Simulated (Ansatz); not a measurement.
## Phonons of SbRh3C (Rh3SbC antiperovskite)

The plan: relax SbRh3C (Rh3SbC antiperovskite), check its phonons, and, if the lattice is stable, compute its Eliashberg function and ρ(T).

Calculated with Ansatz 0.2.0; DFT PBE, scalar-relativistic, plane waves, PAW.

The structure was built from a prototype and need not be the compound's stable phase.

### 1. Starting point

It takes space group Pm-3m (No. 221, cubic). The conventional cell has a = 4.224 Å, b = 4.224 Å, c = 4.224 Å, α = 90.00°, β = 90.00°, γ = 90.00°. Nearest to Sb lie 12 Rh at 2.99 Å. Nearest to Rh lie 2 C at 2.11 Å and 8 Rh at 2.99 Å and 4 Sb at 2.99 Å. Nearest to C lie 6 Rh at 2.11 Å. Farther neighbours are not listed.

### 2. Rough relaxation

The start is far from rest, so a relaxation with loose thresholds does the first part.

File input.yaml:

```yaml
crystal:
  lattice:
    - [4.22379, 0.0, 0.0]
    - [0.0, 4.22379, 0.0]
    - [0.0, 0.0, 4.22379]
  atoms:
    - { symbol: Sb, position: [0.0, 0.0, 0.0] }
    - { symbol: Rh, position: [0.5, 0.5, 0.0] }
    - { symbol: Rh, position: [0.5, 0.0, 0.5] }
    - { symbol: Rh, position: [0.0, 0.5, 0.5] }
    - { symbol: C, position: [0.5, 0.5, 0.5] }
kpoints:
  mp_grid: { grid: [6, 6, 6] }
hamiltonian:
  xc: pbe
scf:
  occupations: { method: gaussian, width: 0.1 }
output:
  forces: true
  stress: true
  eigenvalues: true
relax:
  adjacent_minimum: "off"
  f_tol: 0.05
  max_steps: 80
  cell: { stress_tol: 0.5 }
```

On the command line:

```sh
> ansatz run input.yaml --threads 4 --pin off --max-ram 16384MiB --backend cpu --events-out ev --progress --plain --runs-dir out
```

Numbers of over 12 decimals in the logs are rounded to 6 here.

Output:

```text
The last accepted step is kept in <dir> (removed where the run ends without a failure and the disk answers)
Engine: ansatz 0.2.0, aarch64-unknown-linux-gnu
Pseudopotentials: kind: paw
Pseudopotential: Sb, paw, valence charge 15, recommended cutoff 420 eV (normal), Sb.paw.azcp
Pseudopotential: Rh, paw, valence charge 17, recommended cutoff 420 eV (normal), Rh.paw.azcp
Pseudopotential: C, paw, valence charge 4, recommended cutoff 420 eV (normal), C.paw.azcp
Functional definition: PBE
  parameter kappa = 0.804
  parameter beta = 0.066725
  exchange = pbe_x(kappa = kappa, mu = beta*pi^2/3)
  correlation = pbe_c(beta = beta)
Crystal: 5 atoms, lattice volume = 75.354 Å³
Basis set: ecut = 420 eV, 1419 PW (Γ), exchange–correlation on 60×60×60 points (8 copies of the dense FFT grid, shifted against one another)
Bands: 42, of which v1, the nominal top of the filled ones, is band 35 counted from 1 (34 counted from 0)
Symmetry: 48 space group operations
Space group: Pm-3m (ITA 221), of the structure as read, at distance tolerance 4.2e-5 Å
k-points: 20 of 216
Non-local potential: Sb, projectors of the file, l = 0: 2, l = 1: 2, l = 2: 2, l = 3: 2
Non-local potential: Rh, projectors of the file, l = 0: 3, l = 1: 2, l = 2: 2, l = 3: 1
Non-local potential: C, projectors of the file, l = 0: 2, l = 1: 2, l = 2: 1
PAW form: soft (Blöchl's): semilocal exchange-correlation on the pseudo side does not see the compensation charge
PAW one-centre angular grid: Sb, 590 points (default); XC on 64 Gauss nodes
PAW one-centre angular grid: Rh, 590 points (default); XC on 64 Gauss nodes
PAW one-centre angular grid: C, 110 points (default); XC on 64 Gauss nodes
Initial density: superposition of atomic densities (neutral atoms: chi_scale 0, normalization atom), corrected by the library's trained network
Initial wavefunctions: pseudopotential atomic-orbital guess
Functional: x = pbe(κ = 0.804, μ = 0.219515), c = pbe(β = 0.066725)
SCF iter   1: F=—  HF=-25943.230963 eV  |F-HF|=—  |Δ(HF+E_count)|=         —  Δρ=5.96e-3  dr2=1.80e-2  ethr=1.77e-3  ⟨swp⟩=6.1  Hψ=3073  notcnv=0
preconditioner: auto → Kerker (q_TF=auto, 2.695 Å⁻¹)  [metal: Δε(μ)=0.019 eV  Ē_g=6.839 eV  σ=0.100 eV  W_gap=0.11  n_scr=26 (ndim 8)  ℏωp=25.7 eV  f_vac=0.000  D(μ)=10.37/eV (n_scr^D=170)]
SCF iter   2: F=—  HF=-25943.230697 eV  |F-HF|=—  |Δ(HF+E_count)|=   2.66e-4  Δρ=3.02e-3  dr2=6.33e-3  ethr=2.57e-5  ⟨swp⟩=1.9  Hψ=1134  notcnv=0
SCF iter   3: F=—  HF=-25943.229882 eV  |F-HF|=—  |Δ(HF+E_count)|=   8.15e-4  Δρ=5.24e-4  dr2=1.22e-4  ethr=9.05e-6  ⟨swp⟩=2.0  Hψ=1003  notcnv=0
SCF iter   4: F=—  HF=-25943.229865 eV  |F-HF|=—  |Δ(HF+E_count)|=   1.65e-5  Δρ=1.27e-4  dr2=1.33e-5  ethr=1.74e-7  ⟨swp⟩=2.7  Hψ=1407  notcnv=0
SCF iter   5: F=—  HF=-25943.229936 eV  |F-HF|=—  |Δ(HF+E_count)|=   7.05e-5  Δρ=3.44e-5  dr2=1.00e-6  ethr=1.89e-8  ⟨swp⟩=2.6  Hψ=1387  notcnv=0
SCF iter   6: F=-25943.229936 eV  HF=-25943.229936 eV  |F-HF|=2.16e-8  |Δ(HF+E_count)|=   1.18e-7  Δρ=1.02e-5  dr2=6.44e-8  ethr=1.43e-10  ⟨swp⟩=7.9  Hψ=3573  notcnv=0
SCF 1 converged in 6 iterations: F = -25943.229936 eV  dr2 = 6.44e-8
  greatest PAW one-centre occupation: 1.000 electrons in one spin orbital (limit 2), on the Rh atom at site 3 (counted from 0), in its partial waves of l = 0
relax step   1: F+E_penalty+E_count = -25943.22993566 eV  Δ(F+E_penalty+E_count) = +0.000e0 eV  max|allowed force component| = 7.447e-29 eV/Å  Δτ_max = 0.0000 Å  P = -8.151 GPa  Ω = 75.354 Å³  (6 SCF iters, dr2 threshold 1.00e-7 eV, accepted)
Crystal: 5 atoms, lattice volume = 70.345 Å³
Basis set: ecut = 420 eV, 1357 PW (Γ), exchange–correlation on 60×60×60 points (8 copies of the dense FFT grid, shifted against one another)
Initial density: handed on by an earlier stage of this run
Initial wavefunctions: those handed on with the density
iter 1 solved again at ethr=1.74e-4 eV; its pass at ethr=3.10e-3 eV (dr2=1.22e-1 eV) is discarded
SCF iter   1: F=—  HF=-25943.329219 eV  |F-HF|=—  |Δ(HF+E_count)|=         —  Δρ=1.16e-2  dr2=1.24e-1  ethr=1.74e-4  ⟨swp⟩=1.1  Hψ=3669  notcnv=0
preconditioner: auto → Kerker (q_TF=auto, 2.726 Å⁻¹)  [metal: Δε(μ)=0.016 eV  Ē_g=12.870 eV  σ=0.100 eV  W_gap=0.09  n_scr=26 (ndim 8)  ℏωp=30.0 eV  f_vac=0.000  D(μ)=9.80/eV (n_scr^D=146)]
SCF iter   2: F=—  HF=-25943.312688 eV  |F-HF|=—  |Δ(HF+E_count)|=   1.65e-2  Δρ=6.16e-3  dr2=3.66e-2  ethr=1.74e-4  ⟨swp⟩=1.2  Hψ=845  notcnv=0
SCF iter   3: F=—  HF=-25943.305698 eV  |F-HF|=—  |Δ(HF+E_count)|=   6.99e-3  Δρ=5.79e-4  dr2=2.44e-4  ethr=5.23e-5  ⟨swp⟩=2.0  Hψ=1193  notcnv=0
SCF iter   4: F=—  HF=-25943.305725 eV  |F-HF|=—  |Δ(HF+E_count)|=   2.72e-5  Δρ=1.46e-4  dr2=9.99e-6  ethr=3.49e-7  ⟨swp⟩=1.9  Hψ=1009  notcnv=0
iter 5 did not close the SCF: its close was put off for the readings that it lacked (scf_convergence_deferred on its scf_iter line)
SCF iter   5: F=-25943.305723 eV  HF=-25943.305724 eV  |F-HF|=2.68e-7  |Δ(HF+E_count)|=   1.47e-6  Δρ=2.06e-5  dr2=4.50e-7  ethr=1.43e-8  ⟨swp⟩=2.3  Hψ=1288  notcnv=0
SCF iter   6: F=-25943.305724 eV  HF=-25943.305724 eV  |F-HF|=2.71e-8  |Δ(HF+E_count)|=   2.27e-8  Δρ=6.37e-6  dr2=4.21e-8  ethr=6.42e-10  ⟨swp⟩=3.0  Hψ=3282  notcnv=0
SCF 2 converged in 6 iterations: F = -25943.305724 eV  dr2 = 4.21e-8
relax step   2: F+E_penalty+E_count = -25943.30572369 eV  Δ(F+E_penalty+E_count) = -7.579e-2 eV  max|allowed force component| = 3.145e-29 eV/Å  Δτ_max = 0.0000 Å  P = +4.492 GPa  Ω = 70.345 Å³  energy of the carried Pulay correction = +5.218e-3 eV  (6 SCF iters, dr2 threshold 5.00e-7 eV, accepted)
Crystal: 5 atoms, lattice volume = 72.047 Å³
Basis set: ecut = 420 eV, 1365 PW (Γ), exchange–correlation on 60×60×60 points (8 copies of the dense FFT grid, shifted against one another)
iter 1 solved again at ethr=2.36e-5 eV; its pass at ethr=3.10e-3 eV (dr2=1.65e-2 eV) is discarded
SCF iter   1: F=—  HF=-25943.328198 eV  |F-HF|=—  |Δ(HF+E_count)|=         —  Δρ=4.17e-3  dr2=1.68e-2  ethr=2.36e-5  ⟨swp⟩=1.0  Hψ=3621  notcnv=0
preconditioner: auto → Kerker (q_TF=auto, 2.715 Å⁻¹)  [metal: Δε(μ)=0.010 eV  Ē_g=12.728 eV  σ=0.100 eV  W_gap=0.06  n_scr=26 (ndim 8)  ℏωp=29.7 eV  f_vac=0.000  D(μ)=10.51/eV (n_scr^D=170)]
SCF iter   2: F=—  HF=-25943.325985 eV  |F-HF|=—  |Δ(HF+E_count)|=   2.21e-3  Δρ=2.23e-3  dr2=5.01e-3  ethr=2.36e-5  ⟨swp⟩=1.2  Hψ=844  notcnv=0
SCF iter   3: F=—  HF=-25943.325027 eV  |F-HF|=—  |Δ(HF+E_count)|=   9.58e-4  Δρ=2.03e-4  dr2=2.90e-5  ethr=7.16e-6  ⟨swp⟩=2.0  Hψ=1034  notcnv=0
SCF iter   4: F=—  HF=-25943.325087 eV  |F-HF|=—  |Δ(HF+E_count)|=   5.95e-5  Δρ=5.33e-5  dr2=1.36e-6  ethr=4.14e-8  ⟨swp⟩=2.0  Hψ=1070  notcnv=0
iter 5 did not close the SCF: its close was put off for the readings that it lacked (scf_convergence_deferred on its scf_iter line)
SCF iter   5: F=-25943.325086 eV  HF=-25943.325086 eV  |F-HF|=6.08e-8  |Δ(HF+E_count)|=   1.71e-7  Δρ=9.43e-6  dr2=8.88e-8  ethr=1.94e-9  ⟨swp⟩=2.1  Hψ=1174  notcnv=0
SCF iter   6: F=-25943.325086 eV  HF=-25943.325086 eV  |F-HF|=6.48e-9  |Δ(HF+E_count)|=   1.26e-8  Δρ=2.72e-6  dr2=8.51e-9  ethr=1.27e-10  ⟨swp⟩=2.0  Hψ=2670  notcnv=0
SCF 3 converged in 6 iterations: F = -25943.325086 eV  dr2 = 8.51e-9
relax step   3: F+E_penalty+E_count = -25943.32508645 eV  Δ(F+E_penalty+E_count) = -1.936e-2 eV  max|allowed force component| = 2.545e-29 eV/Å  Δτ_max = 0.0000 Å  P = -0.390 GPa  Ω = 72.047 Å³  energy of the carried Pulay correction = +3.405e-3 eV  (6 SCF iters, dr2 threshold 5.00e-7 eV, accepted)
Initial wavefunctions: pseudopotential atomic-orbital guess (no wavefunctions were taken with the density)
iter 1 solved again at ethr=1.34e-7 eV; its pass at ethr=3.10e-3 eV (dr2=9.38e-5 eV) is discarded
SCF iter   1: F=—  HF=-25943.321692 eV  |F-HF|=—  |Δ(HF+E_count)|=         —  Δρ=1.61e-4  dr2=3.49e-6  ethr=1.34e-7  ⟨swp⟩=3.0  Hψ=4973  notcnv=0
preconditioner: auto → Kerker (q_TF=auto, 2.715 Å⁻¹)  [metal: Δε(μ)=0.011 eV  Ē_g=12.721 eV  σ=0.100 eV  W_gap=0.06  n_scr=26 (ndim 8)  ℏωp=29.7 eV  f_vac=0.000  D(μ)=10.45/eV (n_scr^D=170)]
SCF iter   2: F=—  HF=-25943.321753 eV  |F-HF|=—  |Δ(HF+E_count)|=   6.12e-5  Δρ=8.01e-5  dr2=7.30e-7  ethr=4.99e-9  ⟨swp⟩=2.2  Hψ=1283  notcnv=0
SCF iter   3: F=—  HF=-25943.321754 eV  |F-HF|=—  |Δ(HF+E_count)|=   7.36e-7  Δρ=1.11e-5  dr2=1.87e-8  ethr=1.04e-9  ⟨swp⟩=2.0  Hψ=1423  notcnv=0
iter 4 did not close the SCF: its close was put off for the readings that it lacked (scf_convergence_deferred on its scf_iter line)
SCF iter   4: F=-25943.321754 eV  HF=-25943.321754 eV  |F-HF|=5.53e-10  |Δ(HF+E_count)|=   2.04e-8  Δρ=1.25e-6  dr2=1.00e-9  ethr=2.68e-11  ⟨swp⟩=2.3  Hψ=1289  notcnv=0
iter 5 did not close the SCF: its close was put off for the readings that it lacked (scf_convergence_deferred on its scf_iter line)
SCF iter   5: F=-25943.321754 eV  HF=-25943.321754 eV  |F-HF|=5.46e-11  |Δ(HF+E_count)|=  7.28e-12  Δρ=3.41e-7  dr2=8.39e-11  ethr=1.43e-12  ⟨swp⟩=2.4  Hψ=1350  notcnv=0
SCF iter   6: F=-25943.321754 eV  HF=-25943.321754 eV  |F-HF|=3.64e-12  |Δ(HF+E_count)|=  2.55e-11  Δρ=9.86e-8  dr2=7.77e-12  ethr=1.00e-12  ⟨swp⟩=2.0  Hψ=1919  notcnv=0
SCF 4 converged in 6 iterations: F = -25943.321754 eV  dr2 = 7.77e-12
relax step   4: F+E_penalty+E_count = -25943.32175387 eV  Δ(F+E_penalty+E_count) = +3.333e-3 eV  max|allowed force component| = 3.976e-29 eV/Å  Δτ_max = 0.0000 Å  P = -0.400 GPa  Ω = 72.047 Å³  stress off target by 4.00e-1 GPa  SCF on the basis re-selected at this cell (its energy is not comparable with the rows above)  (6 SCF iters)
basis re-selected at this cell: Δ(F+E_penalty+E_count) = +3.333e-3 eV, ΔP = -0.009 GPa vs the last step (what re-selecting the basis moved, of the pressure what is left beyond the Pulay correction that the steps carried, after the strain that the cell walked since its last selection, with what the two solves' SCF thresholds leave and, on support functions, any second-order correction that the steps lacked; it is no m [...]
SCF converged after 6 iterations
Free energy (F): -25943.321754 eV
Harris-Foulkes:  -25943.321754 eV  (|F-HF|=3.64e-12)
Internal energy: -25943.269525 eV  (E = F + TS)
E sigma→0 (E₀):  -25943.295640 eV
Entropy (-TS):   -0.052229 eV (-10.446 meV/atom)
Fermi energy:    18.537276 eV
--- Per-component energies (eV) ---
  E_band       = -457.874976
  E_kinetic    = 2020.790323
  E_local      = -6711.814956  (includes V_loc(G=0)·N_el)
  E_nonlocal   = 1460.441027
  E_hartree    = 2542.948159
  E_xc         = -852.191377
  E_vxc        = -991.611839  (∫ρ·V_xc dr)
  E_paw        = -15439.805439  (= ΣΔE_a)
  E_vpaw       = -1321.578391  (= ΣTr[D̂ρ^β])
  E_aug_tail   = 0.002541  (compensation charges beyond the density's cutoff)
  E_ewald      = -8963.639802
  E_smearing   = -0.052229  (= −TS)
  E_closure    = 0.000000  (closes the sum)
  Σ components = -25943.321754   (vs F -25943.321754, Δ=0.00e0)
--- Forces (eV/Å), atoms counted from 1 ---
  atom   1  Sb     0.00000000     0.00000000    -0.00000000
  atom   2  Rh     0.00000000     0.00000000     0.00000000
  atom   3  Rh     0.00000000     0.00000000    -0.00000000
  atom   4  Rh     0.00000000    -0.00000000    -0.00000000
  atom   5  C     -0.00000000    -0.00000000     0.00000000
  max |Σ_I F_I| component: 3.42e-29 eV/Å
--- Stress (GPa, compression-positive) ---
       -0.399801       0.000000       0.000000
        0.000000      -0.399801      -0.000000
        0.000000      -0.000000      -0.399801
  P = ⅓ Tr σ = -0.3998 GPa (-3.998 kbar)
--- Band table (eV; the first three rows and the last of 20) ---
  k-point 0: bands = [... 31 lower, 16.8161, 18.3247, 18.3247, 18.3247, 18.3622, 18.3646, 18.3646, 18.3646, ... 3 higher]
  k-point 1: bands = [... 31 lower, 16.8153, 18.1653, 18.3651, 18.4941, 18.4941, 18.5920, 18.8988, 18.8988, ... 3 higher]
  k-point 2: bands = [... 31 lower, 16.7832, 17.6637, 18.3662, 18.8608, 18.8608, 18.8944, 20.0119, 20.0119, ... 3 higher]
  k-point 19: bands = [... 31 lower, 17.1102, 17.1102, 17.8901, 18.2002, 18.2002, 18.2002, 20.8496, 20.8496, ... 3 higher]
--- Relaxed structure (3 steps of the walk, 3 accepted, 1 SCFs on fresh bases) ---
  F+E_penalty+E_count = -25943.32175387 eV   max|allowed force component| = 3.976e-29 eV/Å   (the final SCF, on the basis selected at the relaxed cell)
  cell:  # Å, volume = 72.0467 Å³
    - [4.161068, 0, 0]
    - [0, 4.161068, 0]
    - [0, 0, 4.161068]
  atoms:
    - { symbol: Sb, position: [0, 0, 0] }
    - { symbol: Rh, position: [0.5, 0.5, 0] }
    - { symbol: Rh, position: [0.5, 0, 0.5] }
    - { symbol: Rh, position: [0, 0.5, 0.5] }
    - { symbol: C, position: [0.5, 0.5, 0.5] }
```

Elapsed: 4.8 s, on 4 threads of Arm Neoverse V1, shared host; peak memory 0.42 GiB.

Relaxation path:

```
step  energy less that of the first step (eV)  largest force component (eV/Å)  pressure (GPa)  volume (Å³)
   1                                   0.0000                          0.0000           -8.15        75.35
   2                                  -0.0758                          0.0000            4.49        70.35
   3                                  -0.0952                          0.0000           -0.39        72.05
  4*                                  -0.0918                          0.0000           -0.40        72.05
```

Relaxation steps marked * repeat the geometry before them on a plane-wave basis chosen anew for their cell, so energy and pressure can jump there.

The run keeps the 48 symmetry operations that it works with, so distortions that break them were not tested.

```
conventional cell, symmetrised  before  after  change
                         a (Å)   4.224  4.161  -1.5 %
                         b (Å)   4.224  4.161  -1.5 %
                         c (Å)   4.224  4.161  -1.5 %
              volume (Å³/atom)   15.07  14.41  -4.4 %
```

The relaxed structure:

```xyz
5
Lattice="4.1611 0.0000 0.0000 0.0000 4.1611 0.0000 0.0000 0.0000 4.1611" Properties=species:S:1:pos:R:3 pbc="T T T"
Sb    0.0000    0.0000    0.0000
Rh    2.0805    2.0805    0.0000
Rh    2.0805    0.0000    2.0805
Rh    0.0000    2.0805    2.0805
C     2.0805    2.0805    2.0805
```

This step gave:

| Item | Value |
| --- | --- |
| pressure | -0.3998 GPa |
| volume per atom | 14.41 Å³ |
| metallic on mesh | yes |
| gap on the k-mesh | 0 eV |

The largest force is now zero by symmetry and the largest stress component 0.40 GPa.

### 3. Relaxation

The structure is brought to rest under this functional.

input.yaml, the sections that differ from step 2:

```yaml
crystal:
  lattice:
    - [4.1610676388, 0.0, 0.0]
    - [0.0, 4.1610676388, 0.0]
    - [0.0, 0.0, 4.1610676388]
  atoms:
    - { symbol: Sb, position: [0.0, 0.0, 0.0] }
    - { symbol: Rh, position: [0.5, 0.5, 0.0] }
    - { symbol: Rh, position: [0.5, 0.0, 0.5] }
    - { symbol: Rh, position: [0.0, 0.5, 0.5] }
    - { symbol: C, position: [0.5, 0.5, 0.5] }
relax:
  adjacent_minimum: "off"
  f_tol: 0.005
  max_steps: 80
  cell: { stress_tol: 0.05 }
# kpoints, hamiltonian, scf, output: as in step 2
```

Output:

```text
[the first part of the log is left out]
  E_ewald      = -8969.795436
  E_smearing   = -0.052160  (= −TS)
  E_closure    = 0.000000  (closes the sum)
  Σ components = -25943.321955   (vs F -25943.321955, Δ=0.00e0)
[...]
--- Stress (GPa, compression-positive) ---
       -0.001552      -0.000000       0.000000
       -0.000000      -0.001552      -0.000000
        0.000000      -0.000000      -0.001552
  P = ⅓ Tr σ = -0.0016 GPa (-0.016 kbar)
--- Band table (eV; the first three rows and the last of 20) ---
[...]
--- Relaxed structure (3 steps of the walk, 3 accepted, 1 SCFs on fresh bases) ---
[...]
cell:  # Å, volume = 71.8985 Å³
    - [4.158212, 0, 0]
    - [0, 4.158212, 0]
    - [0, 0, 4.158212]
  atoms:
    - { symbol: Sb, position: [0, 0, 0] }
    - { symbol: Rh, position: [0.5, 0.5, 0] }
    - { symbol: Rh, position: [0.5, 0, 0.5] }
    - { symbol: Rh, position: [0, 0.5, 0.5] }
    - { symbol: C, position: [0.5, 0.5, 0.5] }
```

It took 5.3 s on 4 threads; peak memory 0.43 GiB.

Little changed from the start: no atom moved by 0.005 Å and no cell edge by 0.1 %.

This step gave:

| Property | Result |
| --- | --- |
| pressure | -0.001552 GPa |
| volume per atom | 14.38 Å³ |

The largest force is now zero by symmetry and the largest stress component 0.0016 GPa, small enough for phonons.

[end of part 1 of 3]

[Logs are printed without paths, hosts, clocks, repeated set-up lines and the standing remarks that a program may print on its own settings, such as how far it seeks lower states.]

[Hosts, paths, dates, database ids (printed as entryN), source tags and the programs' standing remarks are cut or masked in the printed files.]
